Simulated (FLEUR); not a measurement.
# MnPt: a ladder in all numerical settings together, part 3 of 3

Aim: see how far the moments and order energies of MnPt move with all numerical settings together, and what each rung costs.

FLEUR MaX-R8.1; PBEsol; all-electron FLAPW, Dirac cores, scalar-relativistic bands.

So far, largest spin moment in the muffin-tin sphere (μB): step 2 (rung 1 (Kmax 2.34 1/bohr, mesh 4×4×4), start ferro +) 3.90; step 4 (rung 2 (Kmax 2.88 1/bohr, mesh 6×6×6), start ferro +) 3.79; step 5 (rung 2 (Kmax 2.88 1/bohr, mesh 3×6×6), start antiferro q=(1/2,1/2,0) +-) 3.77; step 6 (rung 3 (Kmax 3.6 1/bohr, mesh 10×10×10), start ferro +) 3.81; step 7 (rung 3 (Kmax 3.6 1/bohr, mesh 5×10×10), start antiferro q=(1/2,1/2,0) +-) 3.75.

### Step 8. Rung 4 (Kmax 4.14 1/bohr, mesh 12×12×12), start ferro +

The k list default-1 (kpts.xml, not shown) is a Γ-centred 12×12×12 mesh.

File inp.xml:

```
<?xml version="1.0" encoding="UTF-8" standalone="no"?>
<fleurInput fleurInputVersion="0.39">
   <comment>
      MnPt
   </comment>
   <calculationSetup>
      <cutoffs Kmax="4.14" Gmax="16.6" GmaxXC="16.6" numbands="0"/>
      <scfLoop itmax="90" minDistance="0.00002" maxIterBroyd="15" imix="Anderson" alpha="0.05" precondParam="0.0" spinf="2.0" sdNocoIR="T"/>
      <coreElectrons ctail="T" frcor="F" kcrel="1" coretail_lmax="0"/>
      <xcFunctional name="PBEs" relativisticCorrections="F"/>
      <magnetism jspins="2"/>
      <soc l_soc="F" theta="0.0" phi="0.0" spav="F"/>
      <expertModes spex="0" secvar="F"/>
      <geometryOptimization l_f="F" forcealpha="1.0" forcemix="BFGS" epsdisp="0.00001" epsforce="0.00001"/>
      <ldaU l_linMix="F" mixParam="0.05" spinf="1.0"/>
   </calculationSetup>
   <cell>
      <bzIntegration valenceElectrons="31.0" mode="hist" fermiSmearingEnergy="0.00110248">
         <kPointListSelection listName="default-1"/>
         <xi:include xmlns:xi="http://www.w3.org/2001/XInclude" href="kpts.xml"> </xi:include>
      </bzIntegration>
      <xi:include xmlns:xi="http://www.w3.org/2001/XInclude" href="sym.xml"> </xi:include>
      <bulkLattice scale="1.0">
         <bravaisMatrix>
            <row-1>    5.3479249326179996     0.0000000000000000     0.0000000000000000</row-1>
            <row-2>    0.0000000000000000     5.3479249326179996     0.0000000000000000</row-2>
            <row-3>    0.0000000000000000     0.0000000000000000     6.9163976160359999</row-3>
         </bravaisMatrix>
      </bulkLattice>
   </cell>
   <atomSpecies>
      <species name="Manganese 3.500" element="Mn" atomicNumber="25">
         <mtSphere radius="2.5" gridPoints="827" logIncrement="0.015"/>
         <atomicCutoffs lmax="10" lnonsphr="8"/>
         <electronConfig flipSpins="F">
            <coreConfig>(1s1/2) (2s1/2) (2p1/2) (2p3/2)</coreConfig>
            <valenceConfig>(3s1/2) (3p1/2) (3p3/2) (4s1/2) (3d3/2) (3d5/2)</valenceConfig>
            <stateOccupation state="(3d3/2)" spinUp="1.25" spinDown="0.75"/>
            <stateOccupation state="(3d5/2)" spinUp="3.0" spinDown="0.0"/>
         </electronConfig>
         <energyParameters s="4" p="4" d="3" f="4"/>
         <lo type="SCLO" l="0" n="3" eDeriv="0"/>
         <lo type="SCLO" l="1" n="3" eDeriv="0"/>
      </species>
      <species name="Platinum (Pt)" element="Pt" atomicNumber="78">
         <mtSphere radius="2.5" gridPoints="827" logIncrement="0.016"/>
         <atomicCutoffs lmax="10" lnonsphr="8"/>
         <electronConfig flipSpins="F">
            <coreConfig>(1s1/2) (2s1/2) (2p1/2) (2p3/2) (3s1/2) (3p1/2) (3p3/2) (4s1/2) (3d3/2) (3d5/2) (4p1/2) (4p3/2) (5s1/2) (4d3/2) (4d5/2) (4f5/2) (4f7/2)</coreConfig>
            <valenceConfig>(5p1/2) (5p3/2) (6s1/2) (5d3/2) (5d5/2)</valenceConfig>
            <stateOccupation state="(6s1/2)" spinUp="0.500000" spinDown="0.500000"/>
            <stateOccupation state="(5d3/2)" spinUp="1.800000" spinDown="1.800000"/>
            <stateOccupation state="(5d5/2)" spinUp="2.700000" spinDown="2.700000"/>
         </electronConfig>
         <energyParameters s="6" p="6" d="5" f="5"/>
         <lo type="SCLO" l="1" n="5" eDeriv="0"/>
      </species>
   </atomSpecies>
   <atomGroups>
      <atomGroup species="Manganese 3.500">
         <relPos label="                   1">.0000000000 .0000000000 .0000000000</relPos>
         <force calculate="T" relaxXYZ="TTT"/>
      </atomGroup>
      <atomGroup species="Platinum (Pt)">
         <relPos label="                   2">1.000/2.000 1.000/2.000 1.000/2.000</relPos>
         <force calculate="T" relaxXYZ="TTT"/>
      </atomGroup>
   </atomGroups>
   <output dos="F" band="F" slice="F">
      <bandDOS minEnergy="-.5*Htr" maxEnergy="0.5*Htr" sigma="0.015" storeEVData="T"/>
      <plotting iplot="0" polar="F">
         <plot TwoD="T" vec1="  1.0  0.0  0.0" vec2="  0.0  1.0  0.0" vec3="  0.0  0.0  1.0" zero="  0.0  0.0  0.0" file="plot"/>
      </plotting>
      <moessbauerParams electricFieldGradient="F" isomerShift="F" coreHyperfine="F" valenceHyperfine="F"/>
   </output>
</fleurInput>
```

File crystal.txt:

```
MnPt
&input film=F cartesian=F /
2.83000000000  0.00000000000  0.00000000000
0.00000000000  2.83000000000  0.00000000000
0.00000000000  0.00000000000  3.66000000000
1.8897261246
1.0 1.0 1.0

2
25 0.00000000000  0.00000000000  0.00000000000 : 3.500
78 0.50000000000  0.50000000000  0.50000000000

&kpt div1=12 div2=12 div3=12 gamma=T /
```

On the command line:

```sh
OMP_NUM_THREADS=1 inpgen -f crystal.txt > inpgen.log  # inp.xml is then edited as shown
OMP_NUM_THREADS=1 mpirun -n 4 fleur_MPI > fleur.log
```

Output:

```text
[banner, memory and clock lines left out]
Welcome to FLEUR        (www.flapw.de)
      MaX-Release 8.1          (www.max-centre.eu)

 ========== k-point set info ==========
 Selected k-point list: default-1
 k-point list type: mesh
 12 x 12 x 12
 Number of k points: 196

 [... set-up left out ...]
 Iteration:     1   Distance:      29.27580668 me/bohr^3
 [... lines of the core solver left out ...]
 Iteration:     2   Distance:      16.59527649 me/bohr^3
 [... lines of the core solver left out ...]
[... rest left out ...]

--- out.xml (last complete iteration) ---
[...]
<sumOfEigenvalues value="   -11992.0334967265">
               <coreElectrons value="-11975.6614225906"/>
               <valenceElectrons value="-16.3720741358"/>
            </sumOfEigenvalues>
         [... left out ...]
            <freeEnergy value="-19599.1528359347"/>
            <extrapolationTo0K value="-19599.1527646313"/>
         </totalEnergy>
         <densityConvergence units="me/bohr^3">
            <chargeDensity spin="1" distance="0.0000053123"/>
            <chargeDensity spin="2" distance="0.0000067059"/>
            <overallChargeDensity distance="0.0000055099"/>
            <spinDensity distance="0.0000107712"/>
         </densityConvergence>
      </iteration>
```

It took 81 s on 4 MPI ranks of Arm Neoverse V1, shared host; peak memory 0.28 GiB.

Read from the output:

* free energy: -533320.1179 eV
* program's band gap on this mesh (in a metal only a level spacing): 0.001664 eV
* magnetization: 4.213 μB
* final state: ferromagnetic
* largest moment: 3.794 μB

The largest moment moves by -0.02 μB from rung 3, at 2.9 times its CPU time.

### Step 9. Rung 4 (Kmax 4.14 1/bohr, mesh 6×12×12), start antiferro q=(1/2,1/2,0) +-

The k list default-1 (kpts.xml, not shown) is a Γ-centred 6×12×12 mesh.

Edit inp.xml of step 8 so:

```diff
@@ -17,3 +17,3 @@
    <cell>
-      <bzIntegration valenceElectrons="31.0" mode="hist" fermiSmearingEnergy="0.00110248">
+      <bzIntegration valenceElectrons="62.0" mode="hist" fermiSmearingEnergy="0.00110248">
          <kPointListSelection listName="default-1"/>
@@ -24,4 +24,4 @@
          <bravaisMatrix>
-            <row-1>    5.3479249326179996     0.0000000000000000     0.0000000000000000</row-1>
-            <row-2>    0.0000000000000000     5.3479249326179996     0.0000000000000000</row-2>
+            <row-1>   10.6958498652359992     0.0000000000000000     0.0000000000000000</row-1>
+            <row-2>    5.3479249326179996     5.3479249326179996     0.0000000000000000</row-2>
             <row-3>    0.0000000000000000     0.0000000000000000     6.9163976160359999</row-3>
@@ -39,2 +39,15 @@
             <stateOccupation state="(3d5/2)" spinUp="3.0" spinDown="0.0"/>
+         </electronConfig>
+         <energyParameters s="4" p="4" d="3" f="4"/>
+         <lo type="SCLO" l="0" n="3" eDeriv="0"/>
+         <lo type="SCLO" l="1" n="3" eDeriv="0"/>
+      </species>
+      <species name="Manganese -3.500" element="Mn" atomicNumber="25">
+         <mtSphere radius="2.5" gridPoints="827" logIncrement="0.015"/>
+         <atomicCutoffs lmax="10" lnonsphr="8"/>
+         <electronConfig flipSpins="F">
+            <coreConfig>(1s1/2) (2s1/2) (2p1/2) (2p3/2)</coreConfig>
+            <valenceConfig>(3s1/2) (3p1/2) (3p3/2) (4s1/2) (3d3/2) (3d5/2)</valenceConfig>
+            <stateOccupation state="(3d3/2)" spinUp="0.75" spinDown="1.25"/>
+            <stateOccupation state="(3d5/2)" spinUp="0.0" spinDown="3.0"/>
          </electronConfig>
@@ -63,4 +76,9 @@
       </atomGroup>
+      <atomGroup species="Manganese -3.500">
+         <relPos label="                   2">1.000/2.000 .0000000000 .0000000000</relPos>
+         <force calculate="T" relaxXYZ="TTT"/>
+      </atomGroup>
       <atomGroup species="Platinum (Pt)">
-         <relPos label="                   2">1.000/2.000 1.000/2.000 1.000/2.000</relPos>
+         <relPos label="                   3">.0000000000 1.000/2.000 1.000/2.000</relPos>
+         <relPos label="                   4">1.000/2.000 1.000/2.000 1.000/2.000</relPos>
          <force calculate="T" relaxXYZ="TTT"/>
```

File crystal.txt:

```
MnPt
&input film=F cartesian=F /
5.66000000000  0.00000000000  0.00000000000
2.83000000000  2.83000000000  0.00000000000
0.00000000000  0.00000000000  3.66000000000
1.8897261246
1.0 1.0 1.0

4
25 0.00000000000  0.00000000000  0.00000000000 : 3.500
25 0.50000000000  0.00000000000  0.00000000000 : -3.500
78 0.00000000000  0.50000000000  0.50000000000
78 0.50000000000  0.50000000000  0.50000000000

&kpt div1=6 div2=12 div3=12 gamma=T /
```

Output:

```text
[banner, memory and clock lines left out]
Welcome to FLEUR        (www.flapw.de)
      MaX-Release 8.1          (www.max-centre.eu)

 ========== k-point set info ==========
 Selected k-point list: default-1
 k-point list type: mesh
 0 x 0 x 0
 Number of k points: 176

 [... set-up left out ...]
 Iteration:     1   Distance:      24.78327061 me/bohr^3
 [... lines of the core solver left out ...]
 Iteration:     2   Distance:      15.93628647 me/bohr^3
 [... lines of the core solver left out ...]
 Iteration:     3   Distance:      10.88071619 me/bohr^3
[...]
<sumOfEigenvalues value="   -23984.4906459120">
               <coreElectrons value="-23951.5227133373"/>
               <valenceElectrons value="-32.9679325747"/>
            </sumOfEigenvalues>
         [... left out ...]
            <freeEnergy value="-39198.3321626764"/>
            <extrapolationTo0K value="-39198.3321379217"/>
         </totalEnergy>
         <densityConvergence units="me/bohr^3">
            <chargeDensity spin="1" distance="0.0000038709"/>
            <chargeDensity spin="2" distance="0.0000044814"/>
            <overallChargeDensity distance="0.0000056301"/>
            <spinDensity distance="0.0000061996"/>
         </densityConvergence>
      </iteration>
```

Wall time 5.6 min (4 MPI ranks); peak memory 0.45 GiB.

Numbers from this step:

```yaml
free_energy: -1066640.9567 eV
program_s_band_gap_on_this_mesh_in_a_metal_only_a_level_spacing: 1.01e-8 eV
magnetization: 0 μB
final_state: antiferromagnetic
largest_moment: 3.750 μB
```

This start lies -360.4 meV a seeded atom from the first, a change of -9.7 meV since rung 3; its largest moment is 3.75 μB.

### Step 10. The rungs together

Ladder, by row:

```csv
rung,Kmax (1/bohr),mesh,"lmax, lnonsphr",state from the first start,state from the second start,second less first (meV a seeded atom),"moment, first (μB)","moment, second (μB)","CPU time (s), all starts"
1,2.34,4x4x4,"6, 4",ferromagnetic,antiferromagnetic,-267.2,3.903,3.798,73.79
2,2.88,6x6x6,"6, 6",ferromagnetic,antiferromagnetic,-363.2,3.792,3.765,115
3,3.6,10x10x10,"8, 6",ferromagnetic,antiferromagnetic,-350.7,3.81,3.749,470.1
4,4.14,12x12x12,"10, 8",ferromagnetic,antiferromagnetic,-360.4,3.794,3.75,1661
```

### Step 11. Results

```
range of the moment in the table, second start                                   : 3.75 to 3.80 μB
range of CPU time                                                                : 74 s to 28 min
range of the energy difference                                                   : -363 to -267 meV a seeded atom
first rung from which all stay within 18 meV of the last, moments within 0.06 μB : 2
```

**Reading.** From rung 2 on the result stays within 9.7 meV of the last rung, inside the margin of 18 meV (5 % of the last value, 2 meV at least; moments within 0.06 μB), at 6.9 % of the last rung's cost. The second start ends lower on every rung, so the sign of the difference is steady; whether functional and cell give the true order is another matter. Differences are of free energies, so a wide smearing enters them.

[Logs and program files are shortened in this print: banners, set-up blocks, solver, clock and traceback lines can be left out without a mark of their own.]

[Logs are printed without paths, hosts, clocks, repeated set-up lines and the standing remarks that a program may print on its own settings, such as how far it seeks lower states.]

[Hosts, paths, dates, database ids (printed as entryN), source tags and the programs' standing remarks are cut or masked in the printed files.]

[Where a cell is said to come from a database of computed structures, the database is the Materials Project.]
